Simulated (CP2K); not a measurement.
Two runs for the C K edge of 4-methylpyridine. Run A: CP2K XAS_TDP, all-electron GAPW, PBEh(45%), aug-cc-pVDZ, TDA, no relativity. Run B differs in one setting.

First lines with a strength over 0.0015. A:

| atom | energy (eV) | states | strength, one atom |
| --- | --- | --- | --- |
| C1 (bonded to C and 3 H) | 283.94 | 1 | 0.0064 |
|  | 284.17 | 1 | 0.0047 |
|  | 284.76 | 1 | 0.0158 |
|  | 284.94 | 1 | 0.0211 |
|  | 285.81 | 1 | 0.0061 |
| C2 (bonded to 3 C) | 281.43 | 1 | 0.0578 |
|  | 285.96 | 1 | 0.0036 |
|  | 286.79 | 1 | 0.0029 |
|  | 287.51 | 1 | 0.0024 |
|  | 287.87 | 1 | 0.0076 |
| C3 (bonded to 2 C and H), 2 alike | 281.42 | 1 | 0.0488 |
|  | 284.24 | 1 | 0.0117 |
|  | 285.10 | 1 | 0.0030 |
|  | 285.62 | 1 | 0.0025 |
|  | 285.80 | 1 | 0.0032 |
| C4 (bonded to C, N and H), 2 alike | 281.70 | 1 | 0.0565 |
|  | 285.15 | 1 | 0.0108 |
|  | 285.96 | 1 | 0.0026 |
|  | 286.56 | 1 | 0.0022 |
|  | 286.76 | 1 | 0.0016 |

B:

| atom | energy (eV) | states | strength, one atom |
| --- | --- | --- | --- |
| C1 (bonded to C and 3 H) | 288.27 | 1 | 0.0055 |
|  | 288.67 | 1 | 0.0104 |
|  | 289.10 | 1 | 0.0289 |
|  | 289.63 | 1 | 0.0314 |
|  | 289.76 | 1 | 0.0065 |
| C2 (bonded to 3 C) | 285.35 | 1 | 0.0670 |
|  | 291.07 | 1 | 0.0115 |
|  | 291.97 | 1 | 0.0060 |
|  | 292.45 | 1 | 0.0022 |
|  | 292.66 | 1 | 0.0027 |
| C3 (bonded to 2 C and H), 2 alike | 285.55 | 1 | 0.0579 |
|  | 288.97 | 1 | 0.0204 |
|  | 290.27 | 1 | 0.0039 |
|  | 290.71 | 1 | 0.0035 |
|  | 290.95 | 1 | 0.0023 |
| C4 (bonded to C, N and H), 2 alike | 285.63 | 1 | 0.0661 |
|  | 289.94 | 1 | 0.0200 |
|  | 291.21 | 1 | 0.0028 |
|  | 291.74 | 1 | 0.0028 |
|  | 291.95 | 1 | 0.0023 |

Q: Which was it: the basis, GW2X switched on, the functional, scalar relativity switched on?

The functional (functional from PBEh(45%) to PBEh(60%); the lines alone don't name the new value). A functional moves all lines by electronvolts and changes their spacings and strengths. Against PBEh(45%) in aug-cc-pVDZ, the leading lines move by +4.34 eV (C1, to 289.10), +3.92 eV (C2, to 285.35), +4.13 eV (C3, to 285.55) and +3.93 eV (C4, to 285.63); the strength of C1's goes from 0.0158 to 0.0289. The next line of C1 over the strength cut lies 0.53 eV higher, against 0.18.

[Hosts, paths, dates, database ids (printed as entryN), source tags and the programs' standing remarks are cut or masked in the printed files.]
